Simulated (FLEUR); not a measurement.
# Anisotropy of Co (volume factor 0.96 on the database's cell) with FLEUR, part 2 of 2

Wanted: anisotropy for Co (volume factor 0.96 on the database's cell), with the cost of each step.

FLEUR MaX-R8.1; PBE; all-electron FLAPW, Dirac cores, scalar-relativistic bands.

So far. Step 2 (The magnetic state): After 19 cycles the largest moment stands at 1.62 μB.

### 5. Spin–orbit coupling, moments along [001]

Level of this step: PBE; all-electron FLAPW, Dirac cores, scalar-relativistic bands with spin-orbit coupling (FLEUR).

Spin–orbit coupling ties the spins to the lattice and lets orbital moments form.

A new self-consistent run of the start ferro ++, with the moments along z. The k list default-1 (kpts.xml, not shown) is a Γ-centred 26×26×14 mesh.

The input, inp.xml:

```
<?xml version="1.0" encoding="UTF-8" standalone="no"?>
<fleurInput fleurInputVersion="0.39">
   <comment>
      Co
   </comment>
   <calculationSetup>
      <cutoffs Kmax="3.61" Gmax="10.8" GmaxXC="10.8" numbands="74"/>
      <scfLoop itmax="110" minDistance="0.00002" maxIterBroyd="15" imix="Anderson" alpha="0.05" precondParam="0.0" spinf="2.0" sdNocoIR="T"/>
      <coreElectrons ctail="T" frcor="F" kcrel="0" coretail_lmax="0"/>
      <xcFunctional name="pbe" relativisticCorrections="F"/>
      <magnetism jspins="2"/>
      <soc l_soc="T" theta="0.0" phi="0.0" spav="F"/>
      <expertModes spex="0" secvar="F"/>
      <geometryOptimization l_f="F" forcealpha="1.0" forcemix="BFGS" epsdisp="0.00001" epsforce="0.00001"/>
      <ldaU l_linMix="F" mixParam="0.05" spinf="1.0"/>
   </calculationSetup>
   <cell>
      <bzIntegration valenceElectrons="34.0" mode="hist" fermiSmearingEnergy="0.00183747">
         <kPointListSelection listName="default-1"/>
         <xi:include xmlns:xi="http://www.w3.org/2001/XInclude" href="kpts.xml"> </xi:include>
      </bzIntegration>
      <xi:include xmlns:xi="http://www.w3.org/2001/XInclude" href="sym.xml"> </xi:include>
      <bulkLattice scale="1.0">
         <bravaisMatrix>
            <row-1>    4.6742603587282447     0.0000000001322808     0.0000000000000000</row-1>
            <row-2>   -2.3371301794775059     4.0480282144906017     0.0000000000000000</row-2>
            <row-3>    0.0000000000000000     0.0000000000000000     7.5870512320327279</row-3>
         </bravaisMatrix>
      </bulkLattice>
   </cell>
   <atomSpecies>
      <species name="Cobalt (Co2.000" element="Co" atomicNumber="27">
         <mtSphere radius="2.27" gridPoints="751" logIncrement="0.016"/>
         <atomicCutoffs lmax="8" lnonsphr="6"/>
         <electronConfig flipSpins="F">
            <coreConfig>(1s1/2) (2s1/2) (2p1/2) (2p3/2)</coreConfig>
            <valenceConfig>(3s1/2) (3p1/2) (3p3/2) (4s1/2) (3d3/2) (3d5/2)</valenceConfig>
            <stateOccupation state="(3d3/2)" spinUp="1.5" spinDown="1.3"/>
            <stateOccupation state="(3d5/2)" spinUp="3.0" spinDown="1.2"/>
         </electronConfig>
         <energyParameters s="4" p="4" d="3" f="4"/>
         <lo type="SCLO" l="0" n="3" eDeriv="0"/>
         <lo type="SCLO" l="1" n="3" eDeriv="0"/>
      </species>
   </atomSpecies>
   <atomGroups>
      <atomGroup species="Cobalt (Co2.000">
         <relPos label="                   1">1.000/3.000 -1.000/3.000 1.000/4.000</relPos>
         <relPos label="                   2">-1.000/3.000 1.000/3.000 -1.000/4.000</relPos>
         <force calculate="T" relaxXYZ="TTT"/>
      </atomGroup>
   </atomGroups>
   <output dos="F" band="F" slice="F">
      <bandDOS minEnergy="-.5*Htr" maxEnergy="0.5*Htr" sigma="0.015" storeEVData="T"/>
      <plotting iplot="0" polar="F">
         <plot TwoD="T" vec1="  1.0  0.0  0.0" vec2="  0.0  1.0  0.0" vec3="  0.0  0.0  1.0" zero="  0.0  0.0  0.0" file="plot"/>
      </plotting>
      <moessbauerParams electricFieldGradient="F" isomerShift="F" coreHyperfine="F" valenceHyperfine="F"/>
   </output>
</fleurInput>
```

The input, crystal.txt:

```
Co
&input film=F cartesian=F /
2.47351205970  0.00000000007  0.00000000000
-1.23675602991  2.14212428023  0.00000000000
0.00000000000  0.00000000000  4.01489461000
1.8897261246
1.0 1.0 1.0

2
27 0.33333333333  0.66666666667  0.25000000000 : 2.000
27 0.66666666667  0.33333333333  0.75000000000 : 2.000

&soc 0.0000000 0.0000000 /
&kpt div1=26 div2=26 div3=14 gamma=T /
```

Launch:

```console
> OMP_NUM_THREADS=1 inpgen -f crystal.txt > inpgen.log  # inp.xml is then edited as shown
> OMP_NUM_THREADS=1 mpirun -n 8 fleur_MPI > fleur.log
```

What it wrote:

```text
[banner, memory and clock lines left out]
Welcome to FLEUR        (www.flapw.de)
      MaX-Release 8.1          (www.max-centre.eu)

 ========== k-point set info ==========
 Selected k-point list: default-1
 k-point list type: mesh
 26 x 26 x 14
 Number of k points: 912

 [... set-up left out ...]
 Iteration:     1   Distance:       9.52717125 me/bohr^3
 Iteration:     2   Distance:       7.80317427 me/bohr^3
 Iteration:     3   Distance:       4.31561605 me/bohr^3
 Iteration:     4   Distance:       0.80221731 me/bohr^3
 Iteration:     5   Distance:       0.46858563 me/bohr^3
 Iteration:     6   Distance:       0.15417330 me/bohr^3
 Iteration:     7   Distance:       0.10517049 me/bohr^3
 Iteration:     8   Distance:       0.06528569 me/bohr^3
 Iteration:     9   Distance:       0.06545234 me/bohr^3
 Iteration:    10   Distance:       0.03691256 me/bohr^3
 Iteration:    11   Distance:       0.01741174 me/bohr^3
 Iteration:    12   Distance:       0.00934467 me/bohr^3
 Iteration:    13   Distance:       0.00073964 me/bohr^3
 Iteration:    14   Distance:       0.00186260 me/bohr^3
 Iteration:    15   Distance:       0.00007462 me/bohr^3
 Iteration:    16   Distance:       0.00007213 me/bohr^3
 Iteration:    17   Distance:       0.00005777 me/bohr^3
 Iteration:    18   Distance:       0.00000703 me/bohr^3

 ********************************************************************
 Run finished successfully
 Stop message:
   all done
 ********************************************************************

--- out.xml (last complete iteration) ---
<iteration numberForCurrentRun="   18" overallNumber="   18">
         [... left out ...]
         <bandgap value="0.0000000000" units="eV"/>
         <sumValenceSingleParticleEnergies value="-28.8050709474" units="Htr"/>
         <FermiEnergy value="0.3682995521" units="Htr"/>
         [... left out ...]
         <magneticMomentsInMTSpheres units="muBohr">
            <globalMagMoment atomType="1" vec="0.00000   0.00000   1.64882"/>
         </magneticMomentsInMTSpheres>
         <orbitalMomentsInMTSpheres units="muBohr">
            <globalMagMoment atomType="1" vec="0.00000   0.00000   0.07262"/>
         </orbitalMomentsInMTSpheres>
         [... left out ...]
         <totalEnergy value="    -2786.9521695551" units="Htr">
            <sumOfEigenvalues value="    -1603.5973455186">
               <coreElectrons value="-1574.7922745712"/>
               <valenceElectrons value="-28.8050709474"/>
            </sumOfEigenvalues>
         [... left out ...]
            <freeEnergy value="-2786.9527165953"/>
            <extrapolationTo0K value="-2786.9524430752"/>
         </totalEnergy>
         <densityConvergence units="me/bohr^3">
            <chargeDensity spin="1" distance="0.0000041749"/>
            <chargeDensity spin="2" distance="0.0000048947"/>
            <overallChargeDensity distance="0.0000070257"/>
            <spinDensity distance="0.0000057807"/>
         </densityConvergence>
      </iteration>
```

The job ended after 2.3 min (8 MPI ranks of Arm Neoverse V2, shared host; peak memory 0.99 GiB).

Read from the output:

* free energy: -75836.8468 eV
* program's band gap on this mesh (in a metal only a level spacing): 0 eV
* magnetization: 3.177 μB
* final state: ferromagnetic
* largest moment: 1.649 μB
* orbital moment along the spin: 0.07262 μB

Orbital moment in the sphere, along the spin axis by atom:

```csv
atom,"orbital moment in the sphere, along the spin axis (μB)"
Co1,0.0726
Co2,0.0726
```

### 6. Outcome

```yaml
reference_state: ferromagnetic
largest_sphere_moment: 1.62 μB
easy_direction_of_those_tried: not resolved
energy_along_100_less_001_force_theorem: -0.00512 meV a primitive cell
orbital_moment_on_the_atom_of_largest_spin_along_its_spin_spin_orbit_run: 0.0726 μB
```

In words: The lowest directions differ by less than these runs resolve; shape anisotropy is not included. The difference for the second direction goes from 0.050 meV (mesh 18×18×10, 74 states, 6.6 min of CPU time) to -0.0051 meV (mesh 26×26×14, 74 states, 19 min), so it is not converged. The orbital moment is parallel to the spin, as Hund's third rule has it for a shell over half filled. The state was typed, and no other order was converged beside it, so it need not be the ground state.

[Logs and program files are shortened in this print: banners, set-up blocks, solver, clock and traceback lines can be left out without a mark of their own.]

[Logs are printed without paths, hosts, clocks, repeated set-up lines and the standing remarks that a program may print on its own settings, such as how far it seeks lower states.]

[Hosts, paths, dates, database ids (printed as entryN), source tags and the programs' standing remarks are cut or masked in the printed files.]

[Where a cell is said to come from a database of computed structures, the database is the Materials Project.]
